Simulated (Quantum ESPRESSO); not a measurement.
# MgI2: optical spectrum from first principles

Aim: the dielectric function of MgI2, and the optical constants that follow from it. The cell comes from an older database entry, whose edges can differ from later determinations, mostly by under a per cent.

Main program and level: Quantum ESPRESSO 7.5; DFT, PBE, plane waves with norm-conserving potentials (PseudoDojo), scalar-relativistic, independent-particle optical response without local fields and without the non-local commutator.

The database entry behind the starting cell has ideal inner coordinates that were not refined, so it need not match the best structure at ambient conditions.

### 1. The structure

The structure is trigonal, space group P-3m1 (No. 164). The conventional cell has a = 4.140 Å, b = 4.140 Å, c = 6.880 Å, α = 90.00°, β = 90.00°, γ = 120.00°. I has 3 Mg at 2.94 Å nearest. Nearest to Mg lie 6 I at 2.94 Å. Farther neighbours and most contacts between anions are not listed.

### 2. Ground state

The self-consistent density comes first; it also tells whether there is a gap, which decides the occupations and the need for a Drude term.

This step: DFT, PBE, plane waves with norm-conserving potentials (PseudoDojo), scalar-relativistic, ground state (Quantum ESPRESSO 7.5).

scf.in reads:

```
&control
  calculation = 'scf'
  prefix = 'x'
  outdir = './tmp'
  pseudo_dir = './'
  verbosity = 'high'
/
&system
  ibrav = 0
  nat = 3
  ntyp = 2
  ecutwfc = 90
  occupations = 'smearing'
  smearing = 'fd'
  degauss = 0.003675
  nbnd = 16
/
&electrons
  conv_thr = 1e-09
  electron_maxstep = 100
/
ATOMIC_SPECIES
  I 1.0 I.upf
  Mg 1.0 Mg.upf
CELL_PARAMETERS angstrom
  4.140000000019 0.000000000000 0.000000000000
  -2.070000000009 3.585345171684 0.000000000000
  0.000000000000 0.000000000000 6.880000000000
ATOMIC_POSITIONS crystal
  I 0.666666666667 0.333333333333 0.750000000000
  I 0.333333333333 0.666666666667 0.250000000000
  Mg 0.000000000000 0.000000000000 0.000000000000
K_POINTS automatic
  6 6 4 0 0 0
```

On the command line:

```
> mpirun -n 4 pw.x -nk 4 -in scf.in
```

Log:

```text
for quantum simulation of materials; please cite

     using ibrav=0 with symmetry is DISCOURAGED, use correct ibrav instead

     G-vector sticks info
     --------------------
     sticks:   dense  smooth     PW     G-vecs:    dense   smooth      PW
     Sum        1519    1519    433                79489    79489   11885

     Using Slab Decomposition

     bravais-lattice index     =            0
     lattice parameter (alat)  =       7.8235  a.u.
     unit-cell volume          =     689.1541 (a.u.)^3
     number of atoms/cell      =            3
     number of atomic types    =            2
     number of electrons       =        24.00
     number of Kohn-Sham states=           16
     kinetic-energy cutoff     =      90.0000  Ry
     charge density cutoff     =     360.0000  Ry
     scf convergence threshold =      1.0E-09
     mixing beta               =       0.7000
     number of iterations used =            8  plain     mixing
     Exchange-correlation= PBE
                           (   1   4   3   4   0   0   0)

     celldm(1)=   7.823466  celldm(2)=   0.000000  celldm(3)=   0.000000
     celldm(4)=   0.000000  celldm(5)=   0.000000  celldm(6)=   0.000000

     crystal axes: (cart. coord. in units of alat)
               a(1) = (   1.000000   0.000000   0.000000 )
               a(2) = (  -0.500000   0.866025   0.000000 )
               a(3) = (   0.000000   0.000000   1.661836 )

     reciprocal axes: (cart. coord. in units 2 pi/alat)
               b(1) = (  1.000000  0.577350 -0.000000 )
               b(2) = (  0.000000  1.154701  0.000000 )
               b(3) = (  0.000000 -0.000000  0.601744 )

     ./I.upf
     Pseudo is Norm-conserving + core correction, Zval =  7.0
     Generated using ONCVPSP code by D. R. Hamann
     Using radial grid of 1196 points,  6 beta functions with:
                l(1) =   0
                l(2) =   0
                l(3) =   1
                l(4) =   1
                l(5) =   2
                l(6) =   2

     ./Mg.upf
     Pseudo is Norm-conserving, Zval = 10.0
     Generated using ONCVPSP code by D. R. Hamann
     Using radial grid of 1510 points,  4 beta functions with:
                l(1) =   0
                l(2) =   0
                l(3) =   1
                l(4) =   1

     atomic species   valence    mass     pseudopotential
     I                 7.00     1.00000     I ( 1.00)
     Mg               10.00     1.00000     Mg( 1.00)

     12 Sym. Ops., with inversion, found

                                    s                        frac. trans.

     [... symmetry matrices left out ...]
   Cartesian axes

     site n.     atom                  positions (alat units)
         1        I      tau(   1) = (   0.5000000   0.2886751   1.2463768  )
         2        I      tau(   2) = (  -0.0000000   0.5773503   0.4154589  )
         3        Mg     tau(   3) = (   0.0000000   0.0000000   0.0000000  )

   Crystallographic axes

     site n.     atom                  positions (cryst. coord.)
         1        I      tau(   1) = (  0.6666667  0.3333333  0.7500000  )
         2        I      tau(   2) = (  0.3333333  0.6666667  0.2500000  )
         3        Mg     tau(   3) = (  0.0000000  0.0000000  0.0000000  )

     number of k points=    24  Fermi-Dirac smearing, width (Ry)=  0.0037
                       cart. coord. in units 2pi/alat
        k(    1) = (   0.0000000   0.0000000   0.0000000), wk =   0.0138889
        k(    2) = (   0.0000000   0.0000000   0.1504360), wk =   0.0277778
        k(    3) = (   0.0000000   0.0000000  -0.3008721), wk =   0.0138889
        k(    4) = (   0.0000000   0.1924501   0.0000000), wk =   0.0833333
        k(    5) = (   0.0000000   0.1924501   0.1504360), wk =   0.0833333
        k(    6) = (   0.0000000   0.1924501  -0.3008721), wk =   0.0833333
        k(    7) = (   0.0000000   0.3849002   0.0000000), wk =   0.0833333
        k(    8) = (   0.0000000   0.3849002   0.1504360), wk =   0.0833333
        k(    9) = (   0.0000000   0.3849002  -0.3008721), wk =   0.0833333
        k(   10) = (   0.0000000  -0.5773503   0.0000000), wk =   0.0416667
        k(   11) = (   0.0000000  -0.5773503   0.1504360), wk =   0.0833333
        k(   12) = (   0.0000000  -0.5773503  -0.3008721), wk =   0.0416667
        k(   13) = (   0.1666667   0.2886751   0.0000000), wk =   0.0833333
        k(   14) = (   0.1666667   0.2886751   0.1504360), wk =   0.1666667
        k(   15) = (   0.1666667   0.2886751  -0.3008721), wk =   0.0833333
        k(   16) = (   0.1666667   0.4811252   0.0000000), wk =   0.1666667
[...]
cryst. coord.
[...]
k(   17) = (   0.1666667   0.3333333   0.2500000), wk =   0.1666667
        k(   18) = (   0.1666667   0.3333333  -0.5000000), wk =   0.1666667
        k(   19) = (   0.3333333   0.3333333   0.0000000), wk =   0.0277778
        k(   20) = (   0.3333333   0.3333333   0.2500000), wk =   0.0555556
        k(   21) = (   0.3333333   0.3333333  -0.5000000), wk =   0.0277778
        k(   22) = (   0.0000000   0.1666667  -0.2500000), wk =   0.0833333
        k(   23) = (   0.0000000   0.3333333  -0.2500000), wk =   0.0833333
        k(   24) = (  -0.1666667   0.5000000  -0.2500000), wk =   0.1666667

     Dense  grid:    79489 G-vectors     FFT dimensions: (  48,  48,  80)

     Initial potential from superposition of free atoms

     starting charge      23.9990, renormalised to      24.0000
     Starting wfcs are   13 randomized atomic wfcs +    3 random wfcs

     Self-consistent Calculation

     iteration #  1     ecut=    90.00 Ry     beta= 0.70
     Davidson diagonalization with overlap

            87 MiB given to the printing process from OS
            63 MiB allocation reported by mallinfo(arena+hblkhd)
------------------
     ethr =  1.00E-02,  avg # of iterations =  4.8

     Threshold (ethr) on eigenvalues was too large:
     Diagonalizing with lowered threshold

     Davidson diagonalization with overlap

            98 MiB given to the printing process from OS
            70 MiB allocation reported by mallinfo(arena+hblkhd)
------------------
     ethr =  1.85E-04,  avg # of iterations =  4.3

     total energy              =    -170.76232480 Ry
     estimated scf accuracy    <       0.04264954 Ry

     iteration #  2     ecut=    90.00 Ry     beta= 0.70
     Davidson diagonalization with overlap

           116 MiB given to the printing process from OS
            92 MiB allocation reported by mallinfo(arena+hblkhd)
------------------
     ethr =  1.78E-04,  avg # of iterations =  2.5

     total energy              =    -170.76795761 Ry
     estimated scf accuracy    <       0.01577042 Ry

     iteration #  3     ecut=    90.00 Ry     beta= 0.70
     Davidson diagonalization with overlap

           119 MiB given to the printing process from OS
            94 MiB allocation reported by mallinfo(arena+hblkhd)
------------------
     ethr =  6.57E-05,  avg # of iterations =  3.0

     total energy              =    -170.77196961 Ry
     estimated scf accuracy    <       0.00429364 Ry

     iteration #  4     ecut=    90.00 Ry     beta= 0.70
     Davidson diagonalization with overlap

           120 MiB given to the printing process from OS
            97 MiB allocation reported by mallinfo(arena+hblkhd)
------------------
     ethr =  1.79E-05,  avg # of iterations =  2.8

     total energy              =    -170.77288361 Ry
     estimated scf accuracy    <       0.00010213 Ry

     iteration #  5     ecut=    90.00 Ry     beta= 0.70
     Davidson diagonalization with overlap

           122 MiB given to the printing process from OS
            99 MiB allocation reported by mallinfo(arena+hblkhd)
------------------
     ethr =  4.26E-07,  avg # of iterations =  4.0

     total energy              =    -170.77289500 Ry
     estimated scf accuracy    <       0.00000183 Ry

     iteration #  6     ecut=    90.00 Ry     beta= 0.70
     Davidson diagonalization with overlap

           125 MiB given to the printing process from OS
           102 MiB allocation reported by mallinfo(arena+hblkhd)
------------------
     ethr =  7.61E-09,  avg # of iterations =  2.8

     total energy              =    -170.77289579 Ry
     estimated scf accuracy    <       0.00000017 Ry

     iteration #  7     ecut=    90.00 Ry     beta= 0.70
     Davidson diagonalization with overlap

           126 MiB given to the printing process from OS
           104 MiB allocation reported by mallinfo(arena+hblkhd)
------------------
     ethr =  6.91E-10,  avg # of iterations =  2.0

     total energy              =    -170.77289583 Ry
     estimated scf accuracy    <          3.2E-09 Ry

     iteration #  8     ecut=    90.00 Ry     beta= 0.70
     Davidson diagonalization with overlap

           129 MiB given to the printing process from OS
           106 MiB allocation reported by mallinfo(arena+hblkhd)
------------------
     ethr =  1.35E-11,  avg # of iterations =  2.2

     End of self-consistent calculation

          k = 0.0000 0.0000 0.0000 (  9945 PWs)   bands (ev):

   -71.9761 -38.7235 -38.7235 -38.7191  -8.6692  -7.9914  -0.2258   3.0016
     3.0016   3.3411   3.3643   3.3643   6.9952   8.2281  10.2065  10.2065

     occupation numbers
     1.0000   1.0000   1.0000   1.0000   1.0000   1.0000   1.0000   1.0000
     1.0000   1.0000   1.0000   1.0000   0.0000   0.0000   0.0000   0.0000

          k = 0.0000 0.0000 0.1504 (  9975 PWs)   bands (ev):

   -71.9761 -38.7235 -38.7235 -38.7191  -8.5970  -8.0881   0.1121   2.6380
     3.0474   3.0474   3.3166   3.3166   7.5603   8.2776  10.0942  10.0942

     occupation numbers
     1.0000   1.0000   1.0000   1.0000   1.0000   1.0000   1.0000   1.0000
     1.0000   1.0000   1.0000   1.0000   0.0000   0.0000   0.0000   0.0000

          k = 0.0000 0.0000-0.3009 (  9928 PWs)   bands (ev):

   -71.9761 -38.7235 -38.7235 -38.7191  -8.4795  -8.2297   0.6888   1.7842
     3.1235   3.1235   3.2386   3.2386   8.0685   8.3015  10.0018  10.0018

     occupation numbers
     1.0000   1.0000   1.0000   1.0000   1.0000   1.0000   1.0000   1.0000
     1.0000   1.0000   1.0000   1.0000   0.0000   0.0000   0.0000   0.0000

     [... further k points left out ...]

     the Fermi energy is     5.0370 ev

!    total energy              =    -170.77289583 Ry
     estimated scf accuracy    <          8.7E-11 Ry
     smearing contrib. (-TS)   =      -0.00000000 Ry
     internal energy E=F+TS    =    -170.77289583 Ry

     The total energy is F=E-TS. E is the sum of the following terms:
     one-electron contribution =    -118.32348175 Ry
     hartree contribution      =      61.66554858 Ry
     xc contribution           =     -31.82288150 Ry
     ewald contribution        =     -82.29208116 Ry

     convergence has been achieved in   8 iterations

     XML data file, charge density, pseudopotentials, collected wavefunctions

                                        0.00s GPU  (     253 calls)

=------------------------------------------------------------------------------=
   JOB DONE.
=------------------------------------------------------------------------------=
```

It took 12 s on 4 MPI ranks of Arm Neoverse V2, shared host; peak memory 0.13 GiB; 48 s of CPU time.

Read-outs, printed or worked out from the files:

```
total energy           : -170.8 Ry
gap on the k-mesh      : 3.489 eV
direct gap on the mesh : 3.631 eV
```

There is a gap, 3.49 eV on this mesh (points off the mesh can give less), so no carriers' term is needed.

[end of part 1 of 3]

[Machine, clock, banner and «Message from routine» lines are left out of the logs.]

[Logs are printed without paths, hosts, clocks, repeated set-up lines and the standing remarks that a program may print on its own settings, such as how far it seeks lower states.]

[Hosts, paths, dates, database ids (printed as entryN), source tags and the programs' standing remarks are cut or masked in the printed files.]
